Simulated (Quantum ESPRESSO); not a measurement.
# Collinear magnetic orders of MnNi3 with Quantum ESPRESSO, part 3 of 3

Wanted: the moments of MnNi3 and the energy of each order that was tried.

Quantum ESPRESSO 7.5; LDA; plane waves with GBRV 1.5 LDA potentials, no spin-orbit coupling.

So far, absolute magnetization (μB): 4.86 in steps 2, 3, 4 and 7.

### Step 8. Löwdin moments

Level of this step: LDA; plane waves with GBRV 1.5 LDA potentials, no spin-orbit coupling, projections on orthogonalised atomic orbitals (Quantum ESPRESSO).

projwfc.x projects the saved states on orthogonalised atomic orbitals of the pseudopotential files.

The log of the run:

```text
[banner, memory and clock lines left out]
Program PROJWFC v.7.5 starts

     [... lines left out ...]
     IMPORTANT: XC functional enforced from input :
     Exchange-correlation= PZ
                           (   1   1   0   0   0   0   0)
     Any further DFT definition will be discarded
     Please, verify this is what you really want

     G-vector sticks info

     Check: negative core charge=   -0.000040

     Gaussian broadening (read from input): ngauss,degauss=   0    0.010000

     Calling projwave ....

  Problem Sizes
  natomwfc =           52
  nbnd     =           50
  nkstot   =          150
  npwx     =         1357
  nkb      =           72

     Atomic states used for projection
     (read from pseudopotential files):

     state #   1: atom   1 (Mn ), wfc  1 (l=0 m= 1)
     state #   2: atom   1 (Mn ), wfc  2 (l=1 m= 1)
     state #   3: atom   1 (Mn ), wfc  2 (l=1 m= 2)
     state #   4: atom   1 (Mn ), wfc  2 (l=1 m= 3)
     state #   5: atom   1 (Mn ), wfc  3 (l=0 m= 1)
     state #   6: atom   1 (Mn ), wfc  4 (l=2 m= 1)
     state #   7: atom   1 (Mn ), wfc  4 (l=2 m= 2)
     state #   8: atom   1 (Mn ), wfc  4 (l=2 m= 3)
     state #   9: atom   1 (Mn ), wfc  4 (l=2 m= 4)
     state #  10: atom   1 (Mn ), wfc  4 (l=2 m= 5)
     state #  11: atom   1 (Mn ), wfc  5 (l=1 m= 1)
     state #  12: atom   1 (Mn ), wfc  5 (l=1 m= 2)
     state #  13: atom   1 (Mn ), wfc  5 (l=1 m= 3)
     state #  14: atom   2 (Ni1), wfc  1 (l=0 m= 1)
     state #  15: atom   2 (Ni1), wfc  2 (l=1 m= 1)
     state #  16: atom   2 (Ni1), wfc  2 (l=1 m= 2)
     state #  17: atom   2 (Ni1), wfc  2 (l=1 m= 3)
     state #  18: atom   2 (Ni1), wfc  3 (l=2 m= 1)
     state #  19: atom   2 (Ni1), wfc  3 (l=2 m= 2)
     state #  20: atom   2 (Ni1), wfc  3 (l=2 m= 3)
     state #  21: atom   2 (Ni1), wfc  3 (l=2 m= 4)
     state #  22: atom   2 (Ni1), wfc  3 (l=2 m= 5)
     state #  23: atom   2 (Ni1), wfc  4 (l=0 m= 1)
     state #  24: atom   2 (Ni1), wfc  5 (l=1 m= 1)
     state #  25: atom   2 (Ni1), wfc  5 (l=1 m= 2)
     state #  26: atom   2 (Ni1), wfc  5 (l=1 m= 3)
     state #  27: atom   3 (Ni2), wfc  1 (l=0 m= 1)
[...]
state #  41: atom   4 (Ni2), wfc  2 (l=1 m= 1)
     state #  42: atom   4 (Ni2), wfc  2 (l=1 m= 2)
     state #  43: atom   4 (Ni2), wfc  2 (l=1 m= 3)
     state #  44: atom   4 (Ni2), wfc  3 (l=2 m= 1)
     state #  45: atom   4 (Ni2), wfc  3 (l=2 m= 2)
     state #  46: atom   4 (Ni2), wfc  3 (l=2 m= 3)
     state #  47: atom   4 (Ni2), wfc  3 (l=2 m= 4)
     state #  48: atom   4 (Ni2), wfc  3 (l=2 m= 5)
     state #  49: atom   4 (Ni2), wfc  4 (l=0 m= 1)
     state #  50: atom   4 (Ni2), wfc  5 (l=1 m= 1)
     state #  51: atom   4 (Ni2), wfc  5 (l=1 m= 2)
     state #  52: atom   4 (Ni2), wfc  5 (l=1 m= 3)

 [... projections of the bands left out ...]

Lowdin Charges:

     Atom #   1: total charge =  15.1152, s =  2.4547, p =  7.1819, d =  5.4786,
                 spin up      =   9.1825, s =  1.2347,
                 spin up      =   9.1825, p =  3.5951, pz=  1.1984, px=  1.1984, py=  1.1984,
                 spin up      =   9.1825, d =  4.3526, dz2=  0.8992, dxz=  0.8514, dyz=  0.8514, dx2-y2=  0.8992, dxy=  0.8514,
                 spin down    =   5.9328, s =  1.2200,
                 spin down    =   5.9328, p =  3.5868, pz=  1.1956, px=  1.1956, py=  1.1956,
                 spin down    =   5.9328, d =  1.1259, dz2=  0.1874, dxz=  0.2504, dyz=  0.2504, dx2-y2=  0.1874, dxy=  0.2504,
                 polarization =   3.2497, s =  0.0148, p =  0.0082, d =  3.2267,
     Atom #   2: total charge =  17.9218, s =  2.4040, p =  7.0069, d =  8.5110,
                 spin up      =   9.1862, s =  1.1917,
                 spin up      =   9.1862, p =  3.4776, pz=  1.1617, px=  1.1541, py=  1.1617,
                 spin up      =   9.1862, d =  4.5168, dz2=  0.9251, dxz=  0.8985, dyz=  0.8738, dx2-y2=  0.9209, dxy=  0.8985,
                 spin down    =   8.7356, s =  1.2123,
                 spin down    =   8.7356, p =  3.5292, pz=  1.1751, px=  1.1789, py=  1.1751,
                 spin down    =   8.7356, d =  3.9941, dz2=  0.8099, dxz=  0.7335, dyz=  0.8574, dx2-y2=  0.8600, dxy=  0.7335,
                 polarization =   0.4505, s = -0.0205, p = -0.0516, d =  0.5227,
     Atom #   3: total charge =  17.9218, s =  2.4040, p =  7.0069, d =  8.5109,
                 spin up      =   9.1862, s =  1.1917,
                 spin up      =   9.1862, p =  3.4776, pz=  1.1617, px=  1.1617, py=  1.1541,
                 spin up      =   9.1862, d =  4.5168, dz2=  0.9251, dxz=  0.8738, dyz=  0.8985, dx2-y2=  0.9209, dxy=  0.8985,
                 spin down    =   8.7356, s =  1.2123,
                 spin down    =   8.7356, p =  3.5292, pz=  1.1751, px=  1.1751, py=  1.1789,
                 spin down    =   8.7356, d =  3.9941, dz2=  0.8099, dxz=  0.8574, dyz=  0.7335, dx2-y2=  0.8600, dxy=  0.7335,
                 polarization =   0.4505, s = -0.0205, p = -0.0516, d =  0.5227,
     Atom #   4: total charge =  17.9218, s =  2.4040, p =  7.0069, d =  8.5109,
                 spin up      =   9.1862, s =  1.1917,
                 spin up      =   9.1862, p =  3.4776, pz=  1.1541, px=  1.1617, py=  1.1617,
                 spin up      =   9.1862, d =  4.5168, dz2=  0.9188, dxz=  0.8985, dyz=  0.8985, dx2-y2=  0.9272, dxy=  0.8738,
                 spin down    =   8.7356, s =  1.2123,
                 spin down    =   8.7356, p =  3.5292, pz=  1.1789, px=  1.1751, py=  1.1751,
                 spin down    =   8.7356, d =  3.9941, dz2=  0.8850, dxz=  0.7335, dyz=  0.7335, dx2-y2=  0.7848, dxy=  0.8574,
                 polarization =   0.4505, s = -0.0205, p = -0.0516, d =  0.5227,
     Spilling Parameter:   0.0017
```

Run time: 3.1 s. Hardware: 4 MPI ranks of AMD EPYC 9R14 (Zen 4), shared host; peak memory 0.31 GiB; 12 s of CPU time.

```csv
atom,moment in the sphere (μB),Löwdin moment (μB),Löwdin charge (e)
Mn1,3.051,3.250,15.115
Ni2,0.503,0.451,17.922
Ni3,0.503,0.451,17.922
Ni4,0.503,0.451,17.922
```

### Step 9. Outcome

```yaml
lowest_state_found: ferromagnetic (from ferro ++++, ferri ++-- and ferri +---)
largest_site_moment: 3.05 μB
state_without_moments: 206 meV a seeded atom higher
```

**Reading.** 2 starts left the typed signs, so such an energy belongs to the state reached, not the one typed. The largest moment reads 3.05 μB in the sphere and 3.25 μB by Löwdin projection; a site moment hangs on how space is shared out. Only these 4 starts were compared; other wavevectors, canted and longer-period orders were not. Energies are free energies at an electronic temperature of 1160 K, which lowers moments and differences where the moments are itinerant.

[Logs and program files are shortened in this print: banners, set-up blocks, solver, clock and traceback lines can be left out without a mark of their own.]

[Logs are printed without paths, hosts, clocks, repeated set-up lines and the standing remarks that a program may print on its own settings, such as how far it seeks lower states.]

[Hosts, paths, dates, database ids (printed as entryN), source tags and the programs' standing remarks are cut or masked in the printed files.]

[Where a cell is said to come from a database of computed structures, the database is the Materials Project.]
